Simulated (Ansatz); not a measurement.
## LiMg (R-3m): phonons and vibrational spectra

Wanted: vibrations and spectra of LiMg (R-3m); the cell is already relaxed.

Main program and level: Ansatz 0.2.0; DFT PBEsol, scalar-relativistic, plane waves, norm-conserving pseudopotentials.

**1. The starting structure**

It takes space group R-3m (No. 166, trigonal). The conventional cell has a = 3.097 Å, b = 3.097 Å, c = 15.053 Å, α = 90.00°, β = 90.00°, γ = 120.00°. Nearest to Li lie 6 Mg at 3.08 Å and 6 Li at 3.10 Å. Mg has 6 Li at 3.08 Å and 6 Mg at 3.10 Å nearest. Farther neighbours are not listed.

**2. Linear response at the zone centre**

The cell comes from relaxations at this level that are not shown. The zone centre is the only wavevector solved here; it holds the modes that light can see, as far as symmetry allows. No field response is asked, since the mesh shows no gap.

input.yaml reads:

```yaml
crystal:
  lattice:
    - [1.5484913973, 0.8940219251, 5.0177826427]
    - [-1.5484913973, 0.8940219251, 5.0177826427]
    - [0.0, -1.7880438502, 5.0177826427]
  atoms:
    - { symbol: Li, position: [0.0, 0.0, 0.0] }
    - { symbol: Mg, position: [0.5, 0.5, 0.5] }
kpoints:
  mp_grid: { grid: [15, 15, 15] }
hamiltonian:
  xc: pbesol
  pseudopotentials: { kind: nc }
scf:
  occupations: { method: methfessel_paxton, width: 0.15 }
output:
  eigenvalues: true
phonons:
  method: dfpt
```

On the command line:

```sh
> ansatz run input.yaml --threads 4 --pin off --max-ram 7168MiB --backend cpu --events-out ev --progress --plain --runs-dir out
```

Numbers of over 12 decimals in the logs are rounded to 6 here.

The program printed:

```text
Engine: ansatz 0.2.0, aarch64-unknown-linux-gnu
Pseudopotentials: kind: nc
Pseudopotential: Li, nc, valence charge 3, recommended cutoff 1006.821291 eV (normal), Li.nc.azcp (PseudoDojo's, or run here from an input of PseudoDojo's: the run reads no file of this project's for it)
Pseudopotential: Mg, nc, valence charge 10, recommended cutoff 1142.878222 eV (normal), Mg.nc.azcp (PseudoDojo's, or run here from an input of PseudoDojo's: the run reads no file of this project's for it)
Functional definition: PBEsol
  exchange = pbesol_x
  correlation = pbesol_c
Crystal: 2 atoms, lattice volume = 41.679 Å³
Basis set: ecut = 1142.878222 eV, 3663 PW (Γ), exchange–correlation on 120×120×120 points (8 copies of the dense FFT grid, shifted against one another)
Bands: 11, of which v1, the nominal top of the filled ones, is band 7 counted from 1 (6 counted from 0)
Symmetry: 12 space group operations
k-points: 904 of 3375 (irreducible under 2 space group operations, time reversal used)
Non-local potential: Li, projectors of the file, l = 0: 2, l = 1: 2
Non-local potential: Mg, projectors of the file, l = 0: 2, l = 1: 2
Initial density: superposition of atomic densities (chi_scale 0.1, normalization cell, long waves kept (reshape's long-wave potential 0.00 eV rms))
Initial wavefunctions: pseudopotential atomic-orbital guess
Functional: x = pbesol(κ = 0.804, μ = 0.123457), c = pbesol(β = 0.046)
SCF iter   1: F=—  HF=-1808.707347 eV  |F-HF|=—  |Δ(HF+E_count)|=         —  Δρ=1.77e-2  dr2=5.31e-1  ethr=3.10e-3  ⟨swp⟩=5.9  Hψ=69079  notcnv=0
preconditioner: auto → none  [metal: Δε(μ)=0.031 eV  Ē_g=7.347 eV  σ=0.150 eV  W_gap=0.17  n_scr=2 (ndim 8)  ℏωp=10.0 eV  f_vac=0.000  D(μ)=0.68/eV (n_scr^D=2)  sad-step TF]
SCF iter   2: F=—  HF=-1808.620730 eV  |F-HF|=—  |Δ(HF+E_count)|=   8.66e-2  S|Δr|=    0.00e0  Δρ=1.20e-2  dr2=2.55e-1  ethr=3.10e-3  ⟨swp⟩=1.0  Hψ=17178  notcnv=0
SCF iter   3: F=—  HF=-1808.538667 eV  |F-HF|=—  |Δ(HF+E_count)|=   8.21e-2  S|Δr|=    0.00e0  Δρ=2.25e-3  dr2=8.11e-3  ethr=1.96e-3  ⟨swp⟩=2.0  Hψ=14645  notcnv=0  defer=6
SCF iter   4: F=—  HF=-1808.536219 eV  |F-HF|=—  |Δ(HF+E_count)|=   2.45e-3  S|Δr|=    0.00e0  Δρ=4.42e-4  dr2=2.93e-5  ethr=6.24e-5  ⟨swp⟩=1.7  Hψ=12569  notcnv=0  defer=6
SCF iter   5: F=—  HF=-1808.536230 eV  |F-HF|=—  |Δ(HF+E_count)|=   1.18e-5  S|Δr|=    0.00e0  Δρ=9.87e-5  dr2=3.40e-6  ethr=2.25e-7  ⟨swp⟩=2.3  Hψ=13107  notcnv=0  defer=6
SCF iter   6: F=—  HF=-1808.536230 eV  |F-HF|=—  |Δ(HF+E_count)|=   7.94e-7  S|Δr|=    0.00e0  Δρ=1.29e-5  dr2=1.78e-8  ethr=2.61e-8  ⟨swp⟩=2.5  Hψ=15539  notcnv=0  defer=6
SCF iter   7: F=—  HF=-1808.536183 eV  |F-HF|=—  |Δ(HF+E_count)|=   4.70e-5  S|Δr|=    0.00e0  Δρ=2.94e-6  dr2=1.03e-9  ethr=1.37e-10  ⟨swp⟩=2.0  Hψ=15360  notcnv=0  defer=176
SCF iter   8: F=—  HF=-1808.536183 eV  |F-HF|=—  |Δ(HF+E_count)|=  3.15e-10  S|Δr|=    0.00e0  Δρ=7.05e-7  dr2=7.51e-11  ethr=7.96e-12  ⟨swp⟩=2.7  Hψ=15846  notcnv=0  defer=176
SCF iter   9: F=-1808.536183 eV  HF=-1808.536183 eV  |F-HF|=1.36e-12  |Δ(HF+E_count)|=  2.86e-11  S|Δr|=    0.00e0  Δρ=4.48e-8  dr2=2.23e-13  ethr=1.00e-12  ⟨swp⟩=8.0  Hψ=49644  notcnv=0
SCF 1 converged in 9 iterations: F = -1808.536183 eV  dr2 = 2.23e-13
DFPT response loops at Γ: preconditioner auto → Kerker (q_TF=auto, 2.247 Å⁻¹) (partly filled bands, converged f_vac=0.000); β = 1.00, the filter's whole step (`scf.mixing.beta` (0.50) is not read by the response loops under this deck's `scf.mixing.preconditioner`; to damp them name `kerker` or `kerker_dos`, under which they read `scf.mixing.beta`, and type it under 1.00, their step now; both keys bind the ground state too); Broyden in place of MSR1
SCF converged after 9 iterations
Stability not checked: this state was not tested for a lower state beside it, because cold or Methfessel-Paxton smearing, or corrected tetrahedra, fill the levels in a way that the test cannot read (fill_not_monotonic; see scf.lower_state_search)
Free energy (F): -1808.536183 eV
Harris-Foulkes:  -1808.536183 eV  (|F-HF|=1.36e-12)
Internal energy: -1808.536235 eV  (E = F + TS)
E sigma→0 (E₀):  -1808.536196 eV
Entropy (-TS):   0.000052 eV (0.026 meV/atom)
Fermi energy:    3.481504 eV
--- Per-component energies (eV) ---
  E_band       = -459.253403
  E_kinetic    = 1063.021635
  E_local      = -2006.314169  (includes V_loc(G=0)·N_el)
  E_nonlocal   = -616.076717
  E_hartree    = 716.955574
  E_xc         = -255.927166
  E_vxc        = -333.795282  (∫ρ·V_xc dr)
  E_ewald      = -710.195391
  E_smearing   = 0.000052  (= −TS)
  E_closure    = 0.000000  (closes the sum)
  Σ components = -1808.536183   (vs F -1808.536183, Δ=0.00e0)
--- Band table (eV; the first three rows and the last of 904) ---
  k-point 0: bands = [... 3 lower, -39.0425, -39.0425, -2.2563, 2.6709, 4.7027, 16.0285, 16.0285, 16.5423]
  k-point 1: bands = [... 3 lower, -39.0440, -39.0429, -2.1665, 2.7364, 4.7873, 14.6749, 15.4050, 16.0219]
  k-point 2: bands = [... 3 lower, -39.0482, -39.0439, -1.8977, 2.9326, 5.0366, 12.6281, 14.5984, 14.6466]
  k-point 903: bands = [... 3 lower, -39.0440, -39.0429, -1.6766, 0.5863, 9.5640, 11.1700, 14.2713, 14.7953]
--- Phonons (Γ-DFPT): 4 representative perturbations + reference, on 904 of 3375 k-points (Σ response iterations 15) ---
  k mesh reduced under 2 symmetry operations, with k and −k counted as one. Each operation leaves every solved perturbation unchanged. A smaller set is not used because it would not reduce the number of displacements times k-points to solve
  ASR residual: 5.139e-3 → 0.000e0 eV/Å²; symmetrization residual: 8.421e-6 eV/Å²
  ASR residual per site (eV/Å²): 2.19e-5 5.14e-3
  Γ frequencies (cm⁻¹): 0.00 0.00 0.00 155.74 155.74 321.62
  non-analytic LO–TO correction: not included (Born effective charges unavailable; polar crystals: no LO–TO splitting at Γ)
```

Elapsed: 3.6 min, on 4 threads of Arm Neoverse V1, shared host; peak memory 3 GiB; 14 min of CPU time.

Numbers from this step:

* volume per atom: 20.84 Å³
* gap on the k-mesh: 0 eV
* sum-rule residual before enforcement: 0.005139 eV/Å²
* point group: -3m
* highest optical mode at the zone centre (no LO-TO term): 321.6 cm⁻¹
* lowest optical zone-centre mode: 155.7 cm⁻¹

Patterns of degenerate modes are one choice out of their space. Modes at Γ, with each element's share of the kinetic energy:

```
mode  frequency (cm⁻¹)  symmetry  Li %  Mg %
   1               0.0  acoustic    22    78
   2               0.0  acoustic    22    78
   3               0.0  acoustic    22    78
   4             155.7        Eu    78    22
   5             155.7        Eu    78    22
   6             321.6       A2u    78    22
```

Displacements in mode 5 (155.7 cm⁻¹), the largest set to 1:
```
Li1  1.00  0.00  0.00
Mg2 -0.29  0.00  0.00
```

Displacements in mode 6 (321.6 cm⁻¹), the largest set to 1:
```
Li1  0.00  0.00  1.00
Mg2  0.00  0.00 -0.29
```

Before it was imposed, the acoustic sum rule was missed by 0.0051 eV/Å². Small misses are needed for a sound result but don't prove that mesh and cutoff are converged. The lowest optical mode is real, 156 cm⁻¹.

**3. Results**

* space group (within 0.01 Å): R-3m
* volume per atom: 20.8 Å³
* electronic character: no gap on this mesh
* highest optical mode at the zone centre (no LO-TO term): 322 cm⁻¹
* lowest optical zone-centre mode: 156 cm⁻¹
* imaginary modes at Γ (the only wavevector solved): none

In words: The structure is stable against zone-centre distortions, since no mode there is imaginary; other wavevectors were not solved, so zone-boundary instabilities are untested. The optical modes at Γ span 156 to 322 cm⁻¹. No dispersion was computed. The highest mode in this list at Γ, 321.6 cm⁻¹, is mostly motion of Li (78 % of the kinetic energy). With no gap, or one that is small against the smearing, the frequencies hang on the k mesh and the smearing, most of all near Kohn anomalies. The phonon runs are without spin polarisation, although the cell has an odd electron count. These are harmonic frequencies at zero temperature: anharmonic shifts, linewidths and thermal expansion are left out.

[Logs are printed without paths, hosts, clocks, repeated set-up lines and the standing remarks that a program may print on its own settings, such as how far it seeks lower states.]

[Hosts, paths, dates, database ids (printed as entryN), source tags and the programs' standing remarks are cut or masked in the printed files.]
